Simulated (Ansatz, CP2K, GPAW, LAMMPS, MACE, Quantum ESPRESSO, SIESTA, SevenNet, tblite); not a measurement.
# Ionic liquid Pyr13+ Cl- at 400 K (112 atoms) in GPAW

How do the settings of GPAW change the result for ionic liquid Pyr13+ Cl- at 400 K (112 atoms)? A plane-wave run serves as the yardstick.

Main program and level: GPAW 26.7.0; the method is named at each step.

## Step 1: Set-up

The cell holds 112 atoms: 32 C, 4 N, 72 H and 4 Cl. Cell: a = 10.205 Å, b = 10.205 Å, c = 10.205 Å, α = 90.0°, β = 90.0°, γ = 90.0°. 4 Pyr13+, 4 Cl- placed at random, at 1.02 g/cm³; overlaps pushed apart, then 10 ps at 700 K with Joung-Cheatham ions (J. Phys. Chem. B 112, 9020 (2008)); MMFF94 bonds, angles, torsions, charges and radii (Halgren, J. Comput. Chem. 17, 490 (1996)) in harmonic and 12-6 forms; charges of ions scaled by 0.8. Snapshot after 30 ps at 400 K and fixed volume.

The yardstick, on the same geometry:

| Item | Value |
| --- | --- |
| method | Kohn-Sham DFT, PBE, SSSP efficiency 1.3.0 pseudopotentials, plane waves (Quantum ESPRESSO 7.5); sssp-pbe-1.3.0-efficiency, cutoffs 60/480 Ry, Γ point |
| r.m.s. force component | 0.9434 eV/Å |
| longest force | 3.389 eV/Å |
| pressure | 2.016 GPa |
| gap (highest filled to lowest empty level) | 4.009 eV |
| time | 1.7 min on 2 MPI ranks of Arm Neoverse V2, shared host |
| CPU time | 3.4 min |

## Step 2: PBE, LCAO dzp, h 0.18 Å

Method: Kohn-Sham DFT, PBE, PAW, atomic orbitals (dzp).

run.py

```python
import numpy as np
from ase.io import read
from gpaw import GPAW, FermiDirac
from ase.parallel import parprint as print

atoms = read("structure.xyz")
atoms.calc = GPAW(
    mode="lcao",
    basis="dzp",
    h=0.18,
    xc="PBE",
    kpts={"size": (1, 1, 1), "gamma": True},
    occupations=FermiDirac(0.05),
    maxiter=200,
    symmetry={"point_group": False},
    txt="gpaw.txt",
)
energy = atoms.get_potential_energy(force_consistent=True)
forces = atoms.get_forces()
print(f"energy {energy:.6f} eV")
print("forces (eV/A)")
for i, (a, f) in enumerate(zip(atoms, forces)):
    print(f"{i:4d} {a.symbol:2s} {f[0]:10.5f} {f[1]:10.5f} {f[2]:10.5f}")
print(f"Fermi level {atoms.calc.get_fermi_level():.4f} eV")
for k in range(len(atoms.calc.get_ibz_k_points())):
    for s in range(atoms.calc.get_number_of_spins()):
        e = atoms.calc.get_eigenvalues(kpt=k, spin=s)
        n = np.searchsorted(e, atoms.calc.get_fermi_level())
        print(f"k {k} spin {s} levels about the Fermi level:", np.round(e[max(n - 6, 0):n], 4).tolist(), "|", np.round(e[n:n + 6], 4).tolist())
```

structure.xyz

```xyz
112
Lattice="10.20511 0.00000 0.00000 0.00000 10.20511 0.00000 0.00000 0.00000 10.20511" Properties=species:S:1:pos:R:3 pbc="T T T"
C 1.25778 5.87018 4.11439
C 0.19890 6.20961 3.09919
C 0.15012 7.72078 2.95346
N 9.26359 8.16184 2.05674
C 7.94907 7.95233 2.90305
C 9.41768 9.60740 1.80722
C 0.24370 9.69883 0.61965
C 0.10562 8.29441 10.17276
C 9.25583 7.58678 0.68854
H 1.23043 4.79610 4.17797
H 0.92642 6.33533 5.04204
H 2.30105 6.19909 3.91325
H 0.56945 5.77099 2.23400
H 9.39095 5.88508 3.42075
H 1.00653 8.05500 2.44535
H 0.04123 8.18909 3.91846
H 7.70914 6.88865 3.02990
H 7.20675 8.59250 2.43300
H 8.14592 8.40248 3.89917
H 8.52310 9.95958 1.20941
H 9.68169 10.17398 2.74252
H 10.18276 0.31075 0.00337
H 1.33728 9.84171 0.95806
H 1.08103 7.73751 0.13624
H 10.04897 8.44452 9.17735
H 9.41381 6.51770 0.77630
H 8.21338 7.88763 0.29248
C 1.37514 4.62945 9.85630
C 2.07449 3.76487 0.78814
C 3.19563 4.57015 1.48780
N 4.02285 3.82896 2.53924
C 4.84396 4.97652 3.16277
C 3.32156 3.10307 3.60444
C 4.13807 1.88968 3.87539
C 5.37697 1.92295 2.96438
C 4.93233 2.80151 1.80967
H 1.23604 5.66312 10.05009
H 1.96714 4.46749 8.94560
H 0.38820 4.23971 9.67516
H 1.29748 3.54342 1.50383
H 2.41698 2.84304 0.31503
H 3.92162 4.78987 0.74518
H 2.86978 5.43994 1.93295
H 4.23604 5.73833 3.56607
H 5.51545 4.52801 3.91366
H 5.53158 5.25624 2.40330
H 2.31278 2.96805 3.25094
H 3.34738 3.73834 4.57669
H 4.34983 1.65864 4.91754
H 3.63608 1.03021 3.57240
H 6.17491 2.42606 3.49056
H 5.66475 0.94050 2.73599
H 4.31952 2.29237 1.10307
H 5.77466 3.25819 1.34258
C 6.23155 5.68823 9.87008
C 6.14633 6.80242 8.82885
[... 52 atom lines left out ...]
Cl 4.09296 8.40472 2.15369
Cl 8.98029 7.91365 6.33992
Cl 8.61760 3.13532 1.82437
Cl 3.80998 3.19012 7.19215
```

The run is started by

```
> OMP_NUM_THREADS=1 mpirun -np 2 gpaw python run.py > output.txt
```

Output:

```text
energy -578.498238 eV
forces (eV/A)
   0 C    -0.19285    0.39077    0.53051
   1 C    -0.26311    2.01946    1.71974
   2 C    -0.25472   -1.55263   -0.80869
   3 N    -2.32671    0.26994    2.47918
   4 C     1.21148    0.89513   -0.60638
   5 C     0.55813    1.49978   -1.72890
   6 C     1.78631   -1.56592    2.64275
   7 C     2.64872    0.77046    1.57434
   8 C    -2.62997    0.07864    0.30534
   9 H     0.29307   -1.18533    0.51259
  10 H     0.04321    0.08742    1.09741
  11 H    -0.20319    0.25945   -0.38485
  12 H     0.03381   -1.30785   -2.74903
  13 H     0.28750   -0.62947   -0.14528
  14 H     2.42074    0.73495   -0.57951
  15 H    -0.28183    0.61875    1.02635
  16 H    -0.17093   -0.22695   -0.33459
  17 H    -1.01980   -0.17846   -0.55450
  18 H     0.26254   -0.21861    0.27006
  19 H    -0.17346    0.02325    1.42783
  20 H    -0.47691   -0.15753   -0.55534
  21 H    -0.47350    1.41571   -1.21231
  22 H    -1.06399   -0.01981   -0.15123
  23 H    -0.42904    0.39503   -0.59992
[...]
104 H     0.30556    0.38604    0.48137
 105 H     0.47135    0.29853    0.19210
 106 H    -0.73515    0.27422    0.43692
 107 H     0.15926    1.59183   -1.85281
 108 Cl   -0.04761   -0.06547   -0.13188
 109 Cl   -0.02904    0.11903    0.10191
 110 Cl    0.05939    0.13023    0.11955
 111 Cl    0.07470    0.19513   -0.02482
Fermi level 1.3896 eV
k 0 spin 0 levels about the Fermi level: [0.0586, 0.0833, 0.09, 0.1114, 0.1209, 0.1608] | [4.1769, 4.6107, 4.7653, 4.8558, 4.9493, 5.0321]
```

gpaw.txt:

```text
Input parameters:
  mode=LCAO(),
  basis={'default': 'dzp'},
  h=0.18,
  kpts=MonkhorstPack(size=(1, 1, 1), gamma=True),
  maxiter=200,
  occupations=Occupations(name='fermi-dirac', width=0.05, fixmagmom=False),
  symmetry=Symmetry(point_group=False),
  xc=XC(name='PBE')
Unit cell  # Å
| periodic |         x |         y |         z |   lengths |    angles |
|----------|-----------|-----------|-----------|-----------|-----------|
|      yes | 10.205110 |  0.000000 |  0.000000 | 10.205110 | 90.000000 |
|      yes |  0.000000 | 10.205110 |  0.000000 | 10.205110 | 90.000000 |
|      yes |  0.000000 |  0.000000 | 10.205110 | 10.205110 | 90.000000 |
Number of symmetries: 1
Symmetry operations  # r_c * U_cc + t_c -> r_c
|   | kind |            matrix            |
|---|------|------------------------------|
| 0 |  E   |  1, 0, 0,  0, 1, 0,  0, 0, 1 |
BZ-sampling:
  Number of BZ points: 1
  Number of IBZ points: 1
  Monkhorst-Pack size: [1, 1, 1]
  Monkhorst-Pack shift: [0, 0, 0]
[... lines left out ...]
        l=1, rc=6.2656 Bohr: 3p-sz confined orbital
        l=0, rc=2.8281 Bohr: 3s-dz split-valence wave
        l=1, rc=3.5156 Bohr: 3p-dz split-valence wave
        l=2, rc=6.2656 Bohr: d-type Gaussian polarization
      Number of RI-basis functions 0
Reference energy: -89930.074976  # eV
eigensolver:
density mixing:
  MSR1-Mixer
occupation numbers:
  Fermi-Dirac:
    width: 0.0500  # eV
FastPoissonSolver using
    Stencil: 6*3+1=19 point O(h^6) finite-difference Laplacian
xc functional:
  name: PBE with 2 nearest neighbor stencil
interpolation: tri-quintic # 5. degree polynomial
Initialization done in: 3.815 s
convergence criteria:
- Maximum [total energy] change in last 3 cyles: 0.0005 eV / valence electron
- Maximum integral of absolute [dens]ity change: 0.0001 electrons / valence electron
- Maximum integral of absolute [eigenst]ate change: 4e-08 eV^2 / valence electron
maximum number of iterations: 200
SCF iterations
|iter     |      energy | eigst |  dens |
|---------|-------------|-------|-------|
|iter:   1| -599.435266 |      c|       |
|iter:   2| -595.630481 |      c| -0.73 |
|iter:   3| -578.843333 |      c| -0.76 |
|iter:   4| -578.549225 |      c| -1.42 |
|iter:   5| -578.502054 |      c| -2.05 |
|iter:   6| -578.498112c|      c| -2.48 |
|iter:   7| -578.498220c|      c| -3.02 |
|iter:   8| -578.498237c|      c| -3.62 |
|iter:   9| -578.498238c|      c| -4.09c|
Converged in 9 steps
SCF loop duration: 23.373 s (2.597 s/step)
Energy contributions relative to reference atoms: (reference = -89930.074976)
Energy contributions:
  Kinetic:         501.404045
  Coulomb:        -545.844995
  Zero:              3.399455
  External:          0.000000
  Xc:             -537.456743
  Entropy:          -0.000000
  Spinorbit:         0.000000
  ----------------------------
  Free energy:    -578.498238
  Extrapolated:   -578.498238
dipole moment: (-18.574955, 30.297906, 35.101015)  # |e|*Ang
Fermi level: 1.390
Eigenvalues  # (at kpt = [0.000, 0.000, 0.000])
| band index |      eig [eV] | occ [0-2] |
|------------|---------------|-----------|
|          0 |       -21.452 |     2.000 |
|        ... |               |           |
|        116 |        -0.031 |     2.000 |
|        117 |         0.044 |     2.000 |
[...]
|        131 |         5.232 |     0.000 |
|        ... |               |           |
|        152 |         6.884 |     0.000 |
Gap: 4.016 eV
Transition (v -> c):
  (s=0, k=0, n=123, [0.00, 0.00, 0.00]) -> (s=0, k=0, n=124, [0.00, 0.00, 0.00])
No difference between direct/indirect transitions
Force computation time: 5.308  # s
```

The job ended after 34 s (2 MPI ranks of Arm Neoverse V2, shared host; peak memory 1.2 GiB).

Banners, paths, timers and routine set-up lines are dropped from the logs unmarked, and long logs keep their key lines alone; longer cuts are marked.

Numbers from this run, and their distance from the reference:

| Quantity | Value |
| --- | --- |
| r.m.s. force component | 1.063 eV/Å |
| r.m.s. difference of force components | 285.4 meV/Å |
| longest difference of force vectors | 776.8 meV/Å |
| force difference over r.m.s. force | 30.25 % |
| slope of forces against the reference's | 1.089 |
| correlation of force components | 0.9665 |
| gap (highest filled to lowest empty level) | 4.016 eV |
| gap difference | 0.007 eV |

This run lies far from the reference in forces at the same functional.

Length of the force difference by element (eV/Å):

| element | atoms | mean | most |
| --- | --- | --- | --- |
| C | 32 | 0.37 | 0.65 |
| Cl | 4 | 0.038 | 0.053 |
| H | 72 | 0.55 | 0.78 |
| N | 4 | 0.15 | 0.29 |

Levels nearest the highest filled one (eV from it): -0.10, -0.08, -0.07, -0.05, -0.04, 0.00, 4.02, 4.45, 4.60, 4.70, 4.79, 4.87.

Local excerpt of 9 atoms (numbers count through the whole input) about N85, one of the 4 N atoms; x, y, z are measured from there.

| atom | x | y | z | distance (Å) | bonds | Fx | Fy | Fz (eV/Å) |
| --- | --- | --- | --- | --- | --- | --- | --- | --- |
| N85 | 0.00 | 0.00 | 0.00 | 0.00 | 4 | -0.24 | 3.06 | -0.44 |
| C84 | -0.33 | -0.03 | 1.40 | 1.44 | 4 | -0.60 | -2.72 | 1.78 |
| C87 | 0.00 | -1.34 | -0.60 | 1.47 | 4 | -0.79 | -0.28 | -1.97 |
| C86 | -0.92 | 0.97 | -0.72 | 1.52 | 4 | 1.50 | 1.61 | 0.32 |
| C90 | 1.50 | 0.50 | -0.03 | 1.58 | 4 | -0.19 | -1.15 | 1.08 |
| H97 | 0.54 | -0.56 | 1.80 | 1.96 | 1 | 0.31 | -0.13 | 0.86 |
| H101 | 0.00 | -2.04 | 0.24 | 2.05 | 1 | 0.01 | -0.94 | 0.33 |
| H99 | -0.53 | 1.01 | -1.76 | 2.10 | 1 | -0.21 | 0.16 | -0.30 |
| H108 | 1.55 | 1.26 | -0.76 | 2.13 | 1 | 0.16 | 1.59 | -1.85 |

Atoms are counted from 1 here, from 0 in the log.

Forces lie 30 % from the reference's, at 0.33 times its CPU time.

## Step 3: PBE, LCAO szp(dzp), h 0.18 Å

Method: Kohn-Sham DFT, PBE, PAW, atomic orbitals (szp(dzp)).

Edit run.py of step 2 so:

```diff
@@ -3,3 +3,2 @@
 from gpaw import GPAW, FermiDirac
-from ase.parallel import parprint as print
 
@@ -8,3 +7,3 @@
     mode="lcao",
-    basis="dzp",
+    basis="szp(dzp)",
     h=0.18,
```

structure.xyz is that of step 2.

The run is started by

```
> OMP_NUM_THREADS=1 python run.py > output.txt
```

Output:

```text
energy -511.557753 eV
forces (eV/A)
   0 C    -0.33141    0.55468   -0.28437
   1 C    -0.21810    2.65153    1.94190
   2 C    -1.02386   -2.31017   -1.32505
   3 N    -2.17307   -0.09540    2.36638
   4 C     2.06814    0.46355   -1.72834
   5 C     0.84796    0.87960   -1.88129
   6 C     1.17517   -2.72249    3.03865
   7 C     2.60527    0.93690    2.77843
   8 C    -2.27575    0.55569    0.28420
   9 H     0.17797   -2.93369    0.45442
  10 H    -0.89062    1.07508    2.60047
  11 H     1.40724    0.90777   -0.87673
  12 H     0.85621   -2.06832   -4.22831
  13 H    -1.28194   -1.08149    0.43819
  14 H     4.08159    1.30170   -1.72112
  15 H    -0.84442    1.29404    3.17929
  16 H    -0.46673   -2.09013   -0.13874
  17 H    -2.41225    1.09825   -1.45902
  18 H     0.96256    0.54670    2.73125
  19 H    -1.33402    0.44824    0.42391
  20 H     0.02659    0.70317    1.00941
  21 H    -1.11118    2.85540   -2.26979
  22 H     0.66385   -0.03195    0.37507
  23 H     0.92910   -0.31137   -0.11454
[...]
104 H     2.55401    0.71572   -0.16742
 105 H     0.35962   -0.66109    1.34372
 106 H     0.00819    0.78249    2.03482
 107 H     0.13606    3.01672   -3.30398
 108 Cl   -0.31553   -0.32865   -0.46525
 109 Cl   -0.32294    0.21924   -0.47018
 110 Cl    0.05906    0.00167    0.17615
 111 Cl   -0.08608    0.02176   -0.47007
Fermi level 3.5277 eV
k 0 spin 0 levels about the Fermi level: [2.6567, 2.6874, 2.8261, 2.8295, 2.8772, 2.9346] | [4.0988, 4.3382, 4.4863, 4.6389, 5.0638, 5.0794]
```

gpaw.txt:

```text
Input parameters:
  mode=LCAO(),
  basis={'default': 'szp(dzp)'},
  h=0.18,
  kpts=MonkhorstPack(size=(1, 1, 1), gamma=True),
  maxiter=200,
  occupations=Occupations(name='fermi-dirac', width=0.05, fixmagmom=False),
  symmetry=Symmetry(point_group=False),
  xc=XC(name='PBE')
Unit cell  # Å
| periodic |         x |         y |         z |   lengths |    angles |
[... lines left out ...]
  Fermi-Dirac:
[... lines left out ...]
convergence criteria:
- Maximum [total energy] change in last 3 cyles: 0.0005 eV / valence electron
[... lines left out ...]
Converged in 9 steps
[... lines left out ...]
  Free energy:    -511.557753
  Extrapolated:   -511.557739
dipole moment: (-19.020837, 31.671641, 35.588280)  # |e|*Ang
Fermi level: 3.528
Eigenvalues  # (at kpt = [0.000, 0.000, 0.000])
| band index |      eig [eV] | occ [0-2] |
|------------|---------------|-----------|
|          0 |       -22.642 |     2.000 |
|        ... |               |           |
|        116 |         2.366 |     2.000 |
|        117 |         2.393 |     2.000 |
[...]
|        131 |         5.178 |     0.000 |
|        ... |               |           |
|        152 |         7.611 |     0.000 |
Gap: 1.164 eV
Transition (v -> c):
  (s=0, k=0, n=123, [0.00, 0.00, 0.00]) -> (s=0, k=0, n=124, [0.00, 0.00, 0.00])
No difference between direct/indirect transitions
Force computation time: 8.520  # s
timing:  # [seconds]
  Total:  50.476  # ━━━━━━━━━━━━━━━━━━━━━━━━━━━━━━━━━━━━━━━━━━━━━━━━━━━━━━━━━
  Init:    5.802  # ━━━━━━╸
  SCF:    36.124  # ━━━━━━━━━━━━━━━━━━━━━━━━━━━━━━━━━━━━━━━━━
  Forces:  8.520  # ━━━━━━━━━╸
```

The job ended after 52 s (1 thread; peak memory 0.94 GiB).

Compared with the plane-wave run:

```
r.m.s. force component                           : 1.673 eV/Å
r.m.s. difference of force components            : 1247 meV/Å
longest difference of force vectors              : 3335 meV/Å
force difference over r.m.s. force               : 132.2 %
slope of forces against the reference's          : 1.199
correlation of force components                  : 0.676
gap (highest filled to lowest empty level) : 1.164 eV
gap difference                                   : -2.845 eV
```

This is a coarse setting, run to see what it loses.

Against the first run (30 %), the force difference from the reference is 132 %, at 0.75 times the CPU time (on 1 against 2 cores), with 648 basis functions against 880: the smaller basis costs accuracy.

## Step 4: A run with a doubtful setting

Edit run.py of step 3 so:

```diff
@@ -7,3 +7,3 @@
     mode="lcao",
-    basis="szp(dzp)",
+    basis="dzp",
     h=0.18,
@@ -12,3 +12,3 @@
     occupations=FermiDirac(0.05),
-    maxiter=200,
+    maxiter=6,
     symmetry={"point_group": False},
```

structure.xyz is that of step 3.

Output:

```text
gpaw.KohnShamConvergenceError
```

gpaw.txt:

```text
Input parameters:
  mode=LCAO(),
  basis={'default': 'dzp'},
  h=0.18,
  kpts=MonkhorstPack(size=(1, 1, 1), gamma=True),
  maxiter=6,
  occupations=Occupations(name='fermi-dirac', width=0.05, fixmagmom=False),
  symmetry=Symmetry(point_group=False),
  xc=XC(name='PBE')
Unit cell  # Å
| periodic |         x |         y |         z |   lengths |    angles |
[... lines left out ...]
  Fermi-Dirac:
[... lines left out ...]
xc functional:
  name: PBE with 2 nearest neighbor stencil
interpolation: tri-quintic # 5. degree polynomial
Initialization done in: 6.396 s
convergence criteria:
- Maximum [total energy] change in last 3 cyles: 0.0005 eV / valence electron
- Maximum integral of absolute [dens]ity change: 0.0001 electrons / valence electron
- Maximum integral of absolute [eigenst]ate change: 4e-08 eV^2 / valence electron
maximum number of iterations: 6
SCF iterations
|iter     |      energy | eigst |  dens |
|---------|-------------|-------|-------|
|iter:   1| -599.435266 |      c|       |
|iter:   2| -595.630481 |      c| -0.73 |
|iter:   3| -578.843333 |      c| -0.76 |
|iter:   4| -578.549225 |      c| -1.42 |
|iter:   5| -578.502054 |      c| -2.05 |
|iter:   6| -578.498112c|      c| -2.48 |
timing:  # [seconds]
  Total: 34.391  # ━━━━━━━━━━━━━━━━━━━━━━━━━━━━━━━━━━━━━━━━━━━━━━━━━━━━━━━━━━
  Init:   6.395  # ━━━━━━━━━━━
  SCF:   27.942  # ━━━━━━━━━━━━━━━━━━━━━━━━━━━━━━━━━━━━━━━━━━━━━━━
```

Elapsed: 36 s, on 1 thread; peak memory 0.98 GiB.

The run stopped without converging, so its numbers are no property of the system. The fault in the input: too few SCF iterations (iteration limit 6).

## Step 5: Side by side

Differences are against the plane-wave reference, forces as r.m.s. over components; share is that over the reference's r.m.s. force, slope the least-squares factor from reference forces to these. Total energies of different programs have different zeros and aren't compared.

| run | Δ force, r.m.s. (meV/Å) | share (%) | slope | Δ gap (eV) | cores | CPU time | memory (GiB) |
| --- | --- | --- | --- | --- | --- | --- | --- |
| reference | - | - | - | - | 2 | 3.4 min | 2.8 |
| GPAW PBE, LCAO dzp, h 0.18 Å | 285 | 30.2 | 1.089 | 0.007 | 2 | 69 s | 1.2 |
| GPAW PBE, LCAO szp(dzp), h 0.18 Å (coarse) | 1247 | 132 | 1.199 | -2.84 | 1 | 52 s | 0.94 |

Rows marked coarse were listed beforehand as settings not expected to be converged; some can still land near the reference.

CPU time is summed over cores on a shared host, where runs went side by side, so it is rough. Symmetry, cutoffs, thresholds, outputs and thread counts weren't matched or tuned between programs; memory under MPI is the largest rank's times the ranks.

## Step 6: Summary of results

| Item | Value |
| --- | --- |
| nearest in forces | GPAW PBE, LCAO dzp, h 0.18 Å, 30 % |
| its CPU time | 69 s |

The PBE run in local orbitals, coarse settings apart, differs by 30 % (GPAW PBE, LCAO dzp, h 0.18 Å); basis, grid and potentials can all enter. Runs with settings chosen to be coarse differ by 132 % (GPAW PBE, LCAO szp(dzp), h 0.18 Å), their programs' other errors included. Of the electronic-structure runs that take under half the reference's CPU time, GPAW PBE, LCAO dzp, h 0.18 Å comes nearest, at 30 % in 69 s against 3.4 min. At the same functional, gaps differ from the reference's 4.01 eV by between -2.84 and +0.01 eV. With short bonds to hydrogen, sets of potentials differ among themselves by several per cent in forces even at converged cutoffs, so the reference isn't exact here either. The network of contacts between molecules at the start is that of the classical potential that made the cell, and needn't be the one that DFT or experiment would give. The reference's PBE has no dispersion term, which matters for the binding between molecules or layers. The density was typed from a rule of thumb and may lie off the real one at this temperature. The electronic-structure runs sample only Γ, in a cell whose shortest periodic width is 10 Å.

[Also dropped from logs without a mark: logging warnings of Python, and SIESTA's first energy breakdown and zero terms.]

[Logs are printed without paths, hosts, clocks, repeated set-up lines and the standing remarks that a program may print on its own settings, such as how far it seeks lower states.]

[Hosts, paths, dates, database ids (printed as entryN), source tags and the programs' standing remarks are cut or masked in the printed files.]

[The MMFF94 radii named for the starting cell were scaled by 0.96; in molecules described by MMFF94, hydrogen bound to N, O or S took a small fixed 12-6 site in their place.]
